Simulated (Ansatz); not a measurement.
# Band gap of CsPbCl3 (Pm-3m) from density functionals to GW, part 2 of 2

Aim: the gap of CsPbCl3 (Pm-3m) at several levels of theory on one structure, with the time that each takes.

Ansatz 0.2.0; density functionals, hybrids and G0W0, plane waves, PAW. Known limits of the many-body steps: finite bands, screening cutoff and k mesh; no spin-orbit coupling in G0W0.

So far. Step 6 (HSE06 on the 4×4×4 mesh): Over mesh and listed points the gap is 2.599 eV, direct, at k = (0.500, 0.500, 0.500). HSE06 against PBE: 2.599 − 1.926 = +0.673 eV, with the same mesh, files and cutoff, and both edges at the same k points. The program's warnings for this run: stress exchange threshold loose; stress scf threshold loose. Step 7 (PBE0 on the 4×4×4 mesh): Over mesh and listed points the gap is 3.247 eV, direct, at k = (0.500, 0.500, 0.500).

In doubt: masses and optical values from hybrid runs of this build are listed as unsure (steps 10, 11), which bears on the screening that GW takes from such a start.

## Step 8: DDH-PBE0 on the 4×4×4 mesh

The input asks for a share of exact exchange of one over the crystal's ε∞, which the program works out first.

This step: DFT, dielectric-dependent PBE0 (fraction 1/eps_inf of PBE), plane waves, PAW.

Contents of input.yaml:

```yaml
crystal:
  lattice:
    - [5.605, 0.0, 0.0]
    - [0.0, 5.605, 0.0]
    - [0.0, 0.0, 5.605]
  atoms:
    - { symbol: Cs, position: [0.0, 0.0, 0.0] }
    - { symbol: Pb, position: [0.5, 0.5, 0.5] }
    - { symbol: Cl, position: [0.5, 0.5, 0.0] }
    - { symbol: Cl, position: [0.0, 0.5, 0.5] }
    - { symbol: Cl, position: [0.5, 0.0, 0.5] }
  host: atoms
kpoints:
  mp_grid: { grid: [4, 4, 4] }
  band_path:
    path: [[0.0, 0.0, 0.0], [0.0, 0.5, 0.0], [0.5, 0.5, 0.0], [0.5, 0.5, 0.5]]
    npoints: 1
hamiltonian:
  xc:
    exchange: pbe
    correlation: pbe
    exx: { coeff: inverse_dielectric }
scf:
  occupations: { method: fixed }
  n_extra_bands: 5
output:
  forces: true
  stress: true
  eigenvalues: true
```

Run with:

```bash
$ ansatz run input.yaml --threads 3 --pin off --max-ram 64512MiB --backend cuda --events-out ev --progress --plain --runs-dir out --devices 1 --max-vram 24GiB  # rebuilt from the run's record
```

Numbers of over 12 decimals in the logs are rounded to 6 here.

Output:

```text
[...]
the fraction of exact exchange is that of a crystal of Cs1Pb1Cl3
GPUs: using 1 of 1 available (devices: 1).
[...]
a weight of exact exchange comes from the crystal, and the text's number only plans the run
Solving k-mesh 2×2×2 for the fraction of exact exchange
[...]
P = ⅓ Tr σ = 1.4014 GPa (14.014 kbar)
--- Band table (eV; the first three rows and the last of 10) ---
  k-point 0: bands = [... 18 lower, 0.0439, 0.1835, 0.1835, 0.1835, 8.1207, 9.0794, 9.0794, 10.0525, ... 1 higher]
  k-point 1: bands = [... 18 lower, -0.0074, 0.1207, 0.1207, 0.3958, 8.6508, 9.4755, 9.5091, 9.7310, ... 1 higher]
  k-point 2: bands = [... 18 lower, -0.0588, 0.0566, 0.0566, 1.3625, 7.8134, 9.5252, 10.0506, 10.3111, ... 1 higher]
  k-point 9: bands = [... 18 lower, 0.5156, 0.5156, 0.5156, 3.3794, 6.6464, 6.6464, 6.6464, 9.9522, ... 1 higher]
[key lines of the parts left out:]
Free energy (F): -20830.671674 eV
Fermi energy:    3.379442 eV
```

It took 84 s on 1 × NVIDIA H100 80GB HBM3 (shared by 3 runs) with 3 threads of AMD EPYC 7R13 (Zen 3), shared host; peak memory 3.8 GiB; 3.1 min of CPU time.

Numbers from this step:

```
gap                     : 3.267 eV
valence top at          : R
conduction bottom at    : R
least direct gap        : 3.267 eV
exact-exchange fraction : 0.2537
```

Over mesh and listed points the gap is 3.267 eV, direct, at k = (0.500, 0.500, 0.500). DDH-PBE0 against PBE0: 3.267 − 3.247 = +0.020 eV, with the same mesh, files and cutoff, and both edges at the same k points. The program's warnings for this run: stress exchange threshold loose; stress scf threshold loose.

## Step 9: G0W0@PBE, 4×4×4 mesh, 965 empty bands, screening to 180 eV

G0W0 replaces the xc potential by a self-energy built once from the orbitals of the start. Levels are corrected in the window of bands that the input names, at points of the mesh.

This step: G0W0 on PBE, plane waves, PAW.

Contents of input.yaml:

```yaml
crystal:
  lattice:
    - [5.605, 0.0, 0.0]
    - [0.0, 5.605, 0.0]
    - [0.0, 0.0, 5.605]
  atoms:
    - { symbol: Cs, position: [0.0, 0.0, 0.0] }
    - { symbol: Pb, position: [0.5, 0.5, 0.5] }
    - { symbol: Cl, position: [0.5, 0.5, 0.0] }
    - { symbol: Cl, position: [0.0, 0.5, 0.5] }
    - { symbol: Cl, position: [0.5, 0.0, 0.5] }
kpoints:
  mp_grid: { grid: [4, 4, 4] }
hamiltonian:
  xc: pbe
scf:
  occupations: { method: fixed }
gw:
  n_empty_bands: 965
  ecut_chi: 180.0
  qp_bands: [v2, c2]
  qp_kpoints: band_edges
  screening: { model: contour_deformation }
```

Output:

```text
GPUs: using 1 of 1 available (devices: 1).
[...]
GPU FFT provider: cuFFT
GPU libraries: cuBLAS 13.8.1, cuFFT 12.4.0, cuSOLVER 12.3.2
Crystal: 5 atoms, lattice volume = 176.087 Å³
Basis set: ecut = 420 eV, 3407 PW (Γ)
Bands: 27, of which v1, the nominal top of the filled ones, is band 22 counted from 1 (21 counted from 0)
Symmetry: 48 space group operations
[...]
k-points: 10 of 64
[...]
8    23      6.3381    -8.3842    -3.4469   -12.2310  0.8002     6.7408     6.7380  root
     8    24      6.3381    -8.3842    -3.4469   -12.2310  0.8002     6.7408     6.7380  root
     9    21      1.8981   -20.9020     2.9684   -16.5297  0.7405     0.4342     0.4943  root
     9    22      4.1221   -20.3994     0.6956   -18.7474  0.7751     3.1492     3.1657  root
     9    23      6.0485    -7.8986    -3.4039   -11.6788  0.8043     6.4271     6.4248  root
     9    24      6.0485    -7.8986    -3.4039   -11.6788  0.8043     6.4271     6.4248  root
[key lines of the parts left out:]
SCF converged after 6 iterations
Free energy (F): -20823.254648 eV
Fermi energy:    4.122120 eV
```

Elapsed: 20 s, on 1 × NVIDIA H100 80GB HBM3 (shared by 3 runs) with 3 threads; peak memory 3.5 GiB.

This step gave:

- bands summed: 987
- RPA ε∞ on this mesh (eigenvalues): 4.345, 4.345, 4.345
- plane waves in the screening matrix: 949
- G0W0 gap over the corrected points: 3.259 eV
- k of the valence top: -0.5, -0.5, -0.5
- k of the conduction bottom: -0.5, -0.5, -0.5
- starting gap on the mesh: 1.926 eV
- Z at the valence top: 0.7751
- Z at the conduction bottom: 0.8043
- least direct G0W0 gap over the corrected points: 3.259 eV

Over 3 of 10 irreducible mesh points the G0W0 gap is 3.259 eV, direct, at k = (-0.500, -0.500, -0.500). The PBE gap of this run on the mesh is 1.926 eV. The two states that bound the G0W0 gap lie that far apart at the start, so the correction of the gap is 3.259 − 1.926 = +1.333 eV.

## Step 10: G0W0@HSE06, 4×4×4 mesh, 965 empty bands, screening to 180 eV

This step: G0W0 on HSE06, plane waves, PAW.

input.yaml: that of step 9 with these lines changed.

```diff
@@ -14,3 +14,3 @@
 hamiltonian:
-  xc: pbe
+  xc: hse06
 scf:
```

Output:

```text
GPUs: using 1 of 1 available (devices: 1).
[...]
GPU FFT provider: cuFFT
GPU libraries: cuBLAS 13.8.1, cuFFT 12.4.0, cuSOLVER 12.3.2
Crystal: 5 atoms, lattice volume = 176.087 Å³
Basis set: ecut = 420 eV, 3407 PW (Γ)
Bands: 27, of which v1, the nominal top of the filled ones, is band 22 counted from 1 (21 counted from 0)
Symmetry: 48 space group operations
[...]
k-points: 10 of 64
[...]
8    23      6.6147    -8.0865    -3.2982   -11.7284  0.8281     6.9598     6.9585  root
     8    24      6.6147    -8.0865    -3.2982   -11.7284  0.8281     6.9598     6.9585  root
     9    21      0.9305   -20.8985     2.5001   -17.5065  0.7761     0.0250     0.0387  root
     9    22      3.7150   -20.3744     0.4881   -19.1215  0.8075     2.9437     2.9503  root
     9    23      6.3139    -7.6498    -3.2556   -11.2308  0.8314     6.6405     6.6393  root
     9    24      6.3139    -7.6498    -3.2556   -11.2308  0.8314     6.6405     6.6393  root
[key lines of the parts left out:]
Free energy (F): -20833.958112 eV
Fermi energy:    3.714982 eV
```

Elapsed: 84 s, on 1 × NVIDIA H100 80GB HBM3 (shared by 3 runs) with 3 threads; peak memory 3.6 GiB.

This step gave:

| Property | Result |
| --- | --- |
| bands summed | 987 |
| RPA ε∞ on this mesh (eigenvalues) | 3.446, 3.446, 3.446 |
| plane waves in the screening matrix | 949 |
| G0W0 gap over the corrected points | 3.689 eV |
| k of the valence top | -0.5, -0.5, -0.5 |
| k of the conduction bottom | -0.5, -0.5, -0.5 |
| starting gap on the mesh | 2.599 eV |
| Z at the valence top | 0.8075 |
| Z at the conduction bottom | 0.8314 |
| least direct G0W0 gap over the corrected points | 3.689 eV |

Over 3 of 10 irreducible mesh points the G0W0 gap is 3.689 eV, direct, at k = (-0.500, -0.500, -0.500). The HSE06 gap of this run on the mesh is 2.599 eV. The two states that bound the G0W0 gap lie that far apart at the start, so the correction of the gap is 3.689 − 2.599 = +1.090 eV. G0W0@HSE06 against G0W0@PBE with 987 bands: 3.689 − 3.259 = +0.430 eV, with the same mesh, files and cutoffs, and both edges at the same k points.

## Step 11: G0W0@PBE0, 4×4×4 mesh, 965 empty bands, screening to 180 eV

This step: G0W0 on PBE0, plane waves, PAW.

input.yaml: that of step 10 with these lines changed.

```diff
@@ -14,3 +14,3 @@
 hamiltonian:
-  xc: hse06
+  xc: pbe0
 scf:
```

Output:

```text
GPUs: using 1 of 1 available (devices: 1).
[...]
GPU FFT provider: cuFFT
GPU libraries: cuBLAS 13.8.1, cuFFT 12.4.0, cuSOLVER 12.3.2
Crystal: 5 atoms, lattice volume = 176.087 Å³
Basis set: ecut = 420 eV, 3407 PW (Γ)
Bands: 27, of which v1, the nominal top of the filled ones, is band 22 counted from 1 (21 counted from 0)
Symmetry: 48 space group operations
[...]
k-points: 10 of 64
[...]
8    23      6.9429    -8.0671    -3.1945   -11.3815  0.8414     7.0629     7.0628  root
     8    24      6.9429    -8.0671    -3.1945   -11.3815  0.8414     7.0629     7.0628  root
     9    21      0.5359   -20.8986     2.3295   -17.9044  0.7926    -0.1346    -0.1288  root
     9    22      3.3904   -20.3799     0.4012   -19.4329  0.8217     2.8421     2.8446  root
     9    23      6.6373    -7.6351    -3.1539   -10.8929  0.8445     6.7413     6.7412  root
     9    24      6.6373    -7.6351    -3.1539   -10.8929  0.8445     6.7413     6.7412  root
[key lines of the parts left out:]
Free energy (F): -20830.562860 eV
Fermi energy:    3.390430 eV
```

The job ended after 90 s (1 × NVIDIA H100 80GB HBM3 (shared by 3 runs) with 3 threads; peak memory 3.6 GiB; 1.9 min of CPU time).

Numbers from this step:

```yaml
bands_summed: 987
rpa_eps_infinity_on_this_mesh_eigenvalues: 3.137, 3.137, 3.137
plane_waves_in_the_screening_matrix: 949
g0w0_gap_over_the_corrected_points: 3.897 eV
k_of_the_valence_top: -0.5, -0.5, -0.5
k_of_the_conduction_bottom: -0.5, -0.5, -0.5
starting_gap_on_the_mesh: 3.247 eV
z_at_the_valence_top: 0.8217
z_at_the_conduction_bottom: 0.8445
least_direct_g0w0_gap_over_the_corrected_points: 3.897 eV
```

Over 3 of 10 irreducible mesh points the G0W0 gap is 3.897 eV, direct, at k = (-0.500, -0.500, -0.500). The PBE0 gap of this run on the mesh is 3.247 eV. The two states that bound the G0W0 gap lie that far apart at the start, so the correction of the gap is 3.897 − 3.247 = +0.650 eV. G0W0@PBE0 against G0W0@HSE06 with 987 bands: 3.897 − 3.689 = +0.208 eV, with the same mesh, files and cutoffs, and both edges at the same k points. The program's warnings for this run: coarse exchange mesh.

## Step 12: The ladder

Each gap is the least one over the points named; times are wall times on shared hosts, not benchmarks. A G0W0 time includes the run's own self-consistent start. Runs with listed points see these and the mesh alone, so an edge that moves elsewhere is missed. Rows marked * are further runs, not shown as steps, whose inputs differ from the G0W0 step on the same start in the columns given; solver thresholds can differ too. Symmetry makes (0.500, 0.500, 0.500) and (-0.500, -0.500, -0.500) one point.

| level | mesh | files, cutoff | bands summed, screening | points | gap (eV) | valence top | conduction bottom | least direct gap (eV) | time |
| --- | --- | --- | --- | --- | --- | --- | --- | --- | --- |
| LDA | 4×4×4 | soft_2 PAW, 420 eV | - | mesh and listed points | 1.732 | (0.500, 0.500, 0.500) | (0.500, 0.500, 0.500) | 1.732 | 4.3 s |
| PBE | 4×4×4 | soft_2 PAW, 420 eV | - | mesh and path | 1.926 | (0.500, 0.500, 0.500) | (0.500, 0.500, 0.500) | 1.926 | 2.9 s |
| PBE+SOC | 4×4×4 | soft_2 PAW, 420 eV | - | mesh and listed points | 0.695 | (0.500, 0.500, 0.500) | (0.500, 0.500, 0.500) | 0.695 | 3.8 s |
| r2SCAN | 4×4×4 | soft_2 PAW, 500 eV | - | mesh and listed points | 2.289 | (0.500, 0.500, 0.500) | (0.500, 0.500, 0.500) | 2.289 | 4.9 s |
| HSE06 | 4×4×4 | soft_2 PAW, 420 eV | - | mesh and listed points | 2.599 | (0.500, 0.500, 0.500) | (0.500, 0.500, 0.500) | 2.599 | 23 s |
| PBE0 | 4×4×4 | soft_2 PAW, 420 eV | - | mesh and listed points | 3.247 | (0.500, 0.500, 0.500) | (0.500, 0.500, 0.500) | 3.247 | 23 s |
| DDH-PBE0 | 4×4×4 | soft_2 PAW, 420 eV | - | mesh and listed points | 3.267 | (0.500, 0.500, 0.500) | (0.500, 0.500, 0.500) | 3.267 | 84 s |
| G0W0@PBE* | 4×4×4 | soft_2 PAW, 420 eV | 363, 90 eV | 3 of 10 irreducible mesh points | 3.022 | (-0.500, -0.500, -0.500) | (-0.500, -0.500, -0.500) | 3.022 | 6.8 s |
| G0W0@PBE | 4×4×4 | soft_2 PAW, 420 eV | 987, 180 eV | 3 of 10 irreducible mesh points | 3.259 | (-0.500, -0.500, -0.500) | (-0.500, -0.500, -0.500) | 3.259 | 20 s |
| G0W0@HSE06 | 4×4×4 | soft_2 PAW, 420 eV | 987, 180 eV | 3 of 10 irreducible mesh points | 3.689 | (-0.500, -0.500, -0.500) | (-0.500, -0.500, -0.500) | 3.689 | 84 s |
| G0W0@PBE0 | 4×4×4 | soft_2 PAW, 420 eV | 987, 180 eV | 3 of 10 irreducible mesh points | 3.897 | (-0.500, -0.500, -0.500) | (-0.500, -0.500, -0.500) | 3.897 | 90 s |

## Step 13: Results

```
LDA, over mesh and listed points                                  : 1.732 eV
PBE, over mesh and path                                           : 1.926 eV
PBE+SOC, over mesh and listed points                              : 0.695 eV
r2SCAN, over mesh and listed points                               : 2.289 eV
HSE06, over mesh and listed points                                : 2.599 eV
PBE0, over mesh and listed points                                 : 3.247 eV
DDH-PBE0, over mesh and listed points                             : 3.267 eV
G0W0@PBE (987 bands, 4×4×4), over 3 of 10 irreducible mesh points : 3.259 eV
G0W0@HSE06, over 3 of 10 irreducible mesh points                  : 3.689 eV
G0W0@PBE0, over 3 of 10 irreducible mesh points                   : 3.897 eV
known limits                                                      : finite bands, screening cutoff and k mesh; no spin-orbit coupling in G0W0
```

What this shows: The rows run from 0.695 eV (PBE+SOC) to 3.897 eV (G0W0@PBE0). They differ in plane-wave cutoff, bands and screening cutoff of G0W0 and the points over which the gap was sought as well as in level, so only pairs that share these are like for like. PBE against LDA: 1.926 − 1.732 = +0.194 eV, with the same mesh, files and cutoff, and both edges at the same k points. PBE+SOC against PBE: 0.695 − 1.926 = −1.231 eV, with the same mesh, set of files (read in its fully relativistic form for the spin-orbit run) and cutoff, and both edges at the same k points. The spin-orbit run sees mesh and listed points alone, so its gap is an upper bound: the coupling can move an edge off these points, and the change over the zone, its sign included where it is small, is not known. HSE06 against PBE: 2.599 − 1.926 = +0.673 eV, with the same mesh, files and cutoff, and both edges at the same k points. PBE0 against HSE06: 3.247 − 2.599 = +0.648 eV, with the same mesh, files and cutoff, and both edges at the same k points. DDH-PBE0 against PBE0: 3.267 − 3.247 = +0.020 eV, with the same mesh, files and cutoff, and both edges at the same k points. G0W0@HSE06 against G0W0@PBE with 987 bands: 3.689 − 3.259 = +0.430 eV, with the same mesh, files and cutoffs, and both edges at the same k points. G0W0@PBE0 against G0W0@HSE06 with 987 bands: 3.897 − 3.689 = +0.208 eV, with the same mesh, files and cutoffs, and both edges at the same k points. The dielectric-dependent hybrid took 0.254 of exact exchange, against 0.25 in PBE0. G0W0@PBE (987 bands, 4×4×4) moves the gap of its own start on the mesh by 3.259 − 1.926 = +1.333 eV, between the same two levels. Both edges that PBE shows over mesh and path lie at k points where levels were corrected. Levels at other points were not corrected, so a lower G0W0 gap elsewhere in the zone is not ruled out. G0W0@HSE06 moves the gap of its own start on the mesh by 3.689 − 2.599 = +1.090 eV, between the same two levels. Both edges that HSE06 shows over mesh and listed points lie at k points where levels were corrected. Levels at other points were not corrected, so a lower G0W0 gap elsewhere in the zone is not ruled out. G0W0@PBE0 moves the gap of its own start on the mesh by 3.897 − 3.247 = +0.650 eV, between the same two levels. Both edges that PBE0 shows over mesh and listed points lie at k points where levels were corrected. Levels at other points were not corrected, so a lower G0W0 gap elsewhere in the zone is not ruled out. What spin-orbit coupling does to the G0W0 levels was not computed, so no sum with the G0W0 gap is formed. For G0W0@PBE: from 363 bands and 90 eV to 987 bands and 180 eV the gap moves by 3.259 − 3.022 = +0.237 eV; bands and screening cutoff rise together, so their parts are not told apart. Two runs can't test a law of convergence, so the limit is not known. The other G0W0 rows are shown at one basis each (987 bands), so their distance from the limit is not known here. For G0W0@PBE0: the program's warnings for this run: coarse exchange mesh. The G0W0 runs are scalar-relativistic. This is the ideal cubic cell; tilts or off-centring, which many perovskites show locally, are not in it. No pair of G0W0 runs that differ in the mesh alone is shown (4×4×4 is a supercell whose nearest images lie 22 Å apart), so the error from the mesh is not known here. G0W0 is shown with one set of atomic data (soft_2 PAW), so the error from the files is not known here.

[Paths, hosts, dates, memory and timing lines, banners, echoed tables and standing remarks are left out of the program output.]

[Logs are printed without paths, hosts, clocks, repeated set-up lines and the standing remarks that a program may print on its own settings, such as how far it seeks lower states.]

[Runs of the session that timed out or met a known fault of the program may be left out.]

[Cells called generated may have been cut or substituted from an entry of the Crystallography Open Database or the Materials Project.]

[Hosts, paths, dates, database ids (printed as entryN), source tags and the programs' standing remarks are cut or masked in the printed files.]

[Where an RPA ε∞ is given, it is that of the G0W0 mesh and is not shown converged in it. Names of k-points follow the symmetry that the program found, which can be lower than the space group named. Band edges on a path are those of the sampled points; other points can move an edge, and change direct to indirect where valleys lie close.]

[Hybrid gaps are those of their k-mesh and are not shown converged in it.]
